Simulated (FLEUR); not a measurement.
# Collinear magnetic orders of KMnF3 with FLEUR, part 3 of 3

Aim: find out whether KMnF3 carries moments, and which collinear order costs least.

FLEUR MaX-R8.1; PBEsol; all-electron FLAPW, Dirac cores, scalar-relativistic bands.

So far. Step 2 (Start 1: ferro +): After 18 cycles the largest moment stands at 4.63 μB. Step 3 (Order 2, typed as antiferro q=(0,1/2,1/2) +-): It lies 60.2 meV a seeded atom under the first start, and its largest moment is 4.57 μB against 4.63 μB.

## 4. Run 3 (no spin polarisation)

Without spin polarisation no moment can form, so the difference from the other runs is what forming moments gains.

The k list default-1 (kpts.xml, not shown) is a Γ-centred 6×6×6 mesh.

The input, inp.xml:

```
<?xml version="1.0" encoding="UTF-8" standalone="no"?>
<fleurInput fleurInputVersion="0.39">
   <comment>
      KMnF3
   </comment>
   <calculationSetup>
      <cutoffs Kmax="4.32" Gmax="13.0" GmaxXC="13.0" numbands="0"/>
      <scfLoop itmax="130" minDistance="0.00002" maxIterBroyd="15" imix="Anderson" alpha="0.05" precondParam="0.0" spinf="2.0" sdNocoIR="T"/>
      <coreElectrons ctail="T" frcor="F" kcrel="0" coretail_lmax="0"/>
      <xcFunctional name="PBEs" relativisticCorrections="F"/>
      <magnetism jspins="1"/>
      <soc l_soc="F" theta="0.0" phi="0.0" spav="F"/>
      <expertModes spex="0" secvar="F"/>
      <geometryOptimization l_f="F" forcealpha="1.0" forcemix="BFGS" epsdisp="0.00001" epsforce="0.00001"/>
      <ldaU l_linMix="F" mixParam="0.05" spinf="1.0"/>
   </calculationSetup>
   <cell>
      <bzIntegration valenceElectrons="45.0" mode="hist" fermiSmearingEnergy="0.00293995">
         <kPointListSelection listName="default-1"/>
         <xi:include xmlns:xi="http://www.w3.org/2001/XInclude" href="kpts.xml"> </xi:include>
      </bzIntegration>
      <xi:include xmlns:xi="http://www.w3.org/2001/XInclude" href="sym.xml"> </xi:include>
      <bulkLattice scale="1.0">
         <bravaisMatrix>
            <row-1>    7.9166296537867797     0.0000000000000000     0.0000000000000000</row-1>
            <row-2>    0.0000000000000000     7.9166296537867797     0.0000000000000000</row-2>
            <row-3>    0.0000000000000000     0.0000000000000000     7.9166296537867797</row-3>
         </bravaisMatrix>
      </bulkLattice>
   </cell>
   <atomSpecies>
      <species name="Potassium (K)" element="K" atomicNumber="19">
         <mtSphere radius="2.8" gridPoints="925" logIncrement="0.013"/>
         <atomicCutoffs lmax="10" lnonsphr="8"/>
         <electronConfig flipSpins="F">
            <coreConfig>(1s1/2) (2s1/2) (2p1/2) (2p3/2)</coreConfig>
            <valenceConfig>(3s1/2) (3p1/2) (3p3/2) (4s1/2)</valenceConfig>
            <stateOccupation state="(4s1/2)" spinUp="0.500000" spinDown="0.500000"/>
         </electronConfig>
         <energyParameters s="4" p="4" d="3" f="4"/>
         <lo type="SCLO" l="0" n="3" eDeriv="0"/>
         <lo type="SCLO" l="1" n="3" eDeriv="0"/>
      </species>
      <species name="Manganese (Mn)" element="Mn" atomicNumber="25">
         <mtSphere radius="2.47" gridPoints="817" logIncrement="0.015"/>
         <atomicCutoffs lmax="10" lnonsphr="8"/>
         <electronConfig flipSpins="F">
            <coreConfig>(1s1/2) (2s1/2) (2p1/2) (2p3/2)</coreConfig>
            <valenceConfig>(3s1/2) (3p1/2) (3p3/2) (4s1/2) (3d3/2) (3d5/2)</valenceConfig>
            <stateOccupation state="(3d3/2)" spinUp="1.000000" spinDown="1.000000"/>
            <stateOccupation state="(3d5/2)" spinUp="1.500000" spinDown="1.500000"/>
         </electronConfig>
         <energyParameters s="4" p="4" d="3" f="4"/>
         <lo type="SCLO" l="0" n="3" eDeriv="0"/>
         <lo type="SCLO" l="1" n="3" eDeriv="0"/>
      </species>
      <species name="Fluorine (F)" element="F" atomicNumber="9">
         <mtSphere radius="1.39" gridPoints="461" logIncrement="0.023"/>
         <atomicCutoffs lmax="6" lnonsphr="4"/>
         <electronConfig flipSpins="F">
            <coreConfig>(1s1/2)</coreConfig>
            <valenceConfig>(2s1/2) (2p1/2) (2p3/2)</valenceConfig>
            <stateOccupation state="(2p1/2)" spinUp="0.833333" spinDown="0.833333"/>
            <stateOccupation state="(2p3/2)" spinUp="1.666667" spinDown="1.666667"/>
         </electronConfig>
         <energyParameters s="2" p="2" d="3" f="4"/>
      </species>
   </atomSpecies>
   <atomGroups>
      <atomGroup species="Potassium (K)">
         <relPos label="                   1">1.000/2.000 1.000/2.000 1.000/2.000</relPos>
         <force calculate="T" relaxXYZ="TTT"/>
      </atomGroup>
      <atomGroup species="Manganese (Mn)">
         <relPos label="                   2">.0000000000 .0000000000 .0000000000</relPos>
         <force calculate="T" relaxXYZ="TTT"/>
      </atomGroup>
      <atomGroup species="Fluorine (F)">
         <relPos label="                   3">1.000/2.000 .0000000000 .0000000000</relPos>
         <relPos label="                   4">.0000000000 1.000/2.000 .0000000000</relPos>
         <relPos label="                   5">.0000000000 .0000000000 1.000/2.000</relPos>
         <force calculate="T" relaxXYZ="TTT"/>
      </atomGroup>
   </atomGroups>
   <output dos="F" band="F" slice="F">
      <bandDOS minEnergy="-.5*Htr" maxEnergy="0.5*Htr" sigma="0.015" storeEVData="T"/>
      <plotting iplot="0" polar="F">
         <plot TwoD="T" vec1="  1.0  0.0  0.0" vec2="  0.0  1.0  0.0" vec3="  0.0  0.0  1.0" zero="  0.0  0.0  0.0" file="plot"/>
      </plotting>
      <moessbauerParams electricFieldGradient="F" isomerShift="F" coreHyperfine="F" valenceHyperfine="F"/>
   </output>
</fleurInput>
```

The input, crystal.txt:

```
KMnF3
&input film=F cartesian=F /
4.18930000000  0.00000000000  0.00000000000
0.00000000000  4.18930000000  0.00000000000
0.00000000000  0.00000000000  4.18930000000
1.8897261246
1.0 1.0 1.0

5
19 0.50000000000  0.50000000000  0.50000000000
25 0.00000000000  0.00000000000  0.00000000000
9 0.50000000000  0.00000000000  0.00000000000
9 0.00000000000  0.50000000000  0.00000000000
9 0.00000000000  0.00000000000  0.50000000000

&kpt div1=6 div2=6 div3=6 gamma=T /
```

Started as:

```
$ OMP_NUM_THREADS=1 inpgen -f crystal.txt > inpgen.log  # inp.xml is then edited as shown
$ OMP_NUM_THREADS=1 mpirun -n 4 fleur_MPI > fleur.log
```

What it wrote:

```text
[banner, memory and clock lines left out]
Welcome to FLEUR        (www.flapw.de)
      MaX-Release 8.1          (www.max-centre.eu)

 ========== k-point set info ==========
 Selected k-point list: default-1
 k-point list type: mesh
 6 x 6 x 6
 Number of k points: 20

 [... set-up left out ...]
 Iteration:     1   Distance:      24.44533139 me/bohr^3
 Iteration:     2   Distance:      22.69865954 me/bohr^3
 Iteration:     3   Distance:      11.47433712 me/bohr^3
 Iteration:     4   Distance:       8.62960797 me/bohr^3
 Iteration:     5   Distance:       6.14266180 me/bohr^3
[...]
<FermiEnergy value="0.2258768724" units="Htr"/>
         [... left out ...]
         <totalEnergy value="    -2057.7230587479" units="Htr">
            <sumOfEigenvalues value="    -1166.7282043263">
               <coreElectrons value="-1145.7756185646"/>
               <valenceElectrons value="-20.9525857617"/>
            </sumOfEigenvalues>
         [... left out ...]
            <freeEnergy value="-2057.7301342059"/>
            <extrapolationTo0K value="-2057.7265964769"/>
         </totalEnergy>
         <densityConvergence units="me/bohr^3">
            <chargeDensity spin="1" distance="0.0000108412"/>
         </densityConvergence>
      </iteration>
```

The job ended after 28 s (4 MPI ranks of Arm Neoverse V1, shared host; peak memory 0.26 GiB; 1.9 min of CPU time).

Read from the output:

- free energy: -55993.6895 eV
- program's band gap on this mesh (in a metal only a level spacing): 0.004262 eV
- final state: non-magnetic (no spin polarisation)

It lies 2820 meV a seeded atom over the first start.

## 5. Energies of the orders

Free energies are divided by the number of seeded atoms, so that cells of unlike size compare. Wavevectors q in the names are fractions of the primitive cell's reciprocal vectors.

Orders:

| start | final state | typed order kept | energy over the lowest (meV a seeded atom) | largest sphere moment (μB) | net moment (μB a primitive cell) | mesh matched | CPU time (s) |
| --- | --- | --- | --- | --- | --- | --- | --- |
| ferro + | ferromagnetic | yes | 60.21 | 4.634 | 5 | yes | 193.7 |
| antiferro q=(0,1/2,1/2) +- | antiferromagnetic | yes | 0 | 4.569 | 0 | yes | 1968 |
| no spin polarisation | non-magnetic | - | 2880 | 0 | 0 | yes | 111.2 |

## 6. Summary of results

```yaml
lowest_state_found: antiferromagnetic (typed antiferro q=(0,1/2,1/2) +-)
largest_site_spin_moment: 4.57 μB
next_finished_state: ferromagnetic, 60.2 meV a seeded atom higher
energy_gained_by_spin_polarisation: 2880 meV a seeded atom
```

What this shows: The lowest state found is antiferromagnetic, reached from the start antiferro q=(0,1/2,1/2) +-, with moments up to 4.57 μB. The next finished state costs 60 meV a seeded atom. Forming the largest moments gains far more than ordering them, so they should outlast the ordering temperature. This is the lowest of 3 finished starts, no proof of the ground state.

[Logs and program files are shortened in this print: banners, set-up blocks, solver, clock and traceback lines can be left out without a mark of their own.]

[Logs are printed without paths, hosts, clocks, repeated set-up lines and the standing remarks that a program may print on its own settings, such as how far it seeks lower states.]

[Hosts, paths, dates, database ids (printed as entryN), source tags and the programs' standing remarks are cut or masked in the printed files.]

[Where a cell is said to come from a database of computed structures, the database is the Materials Project.]
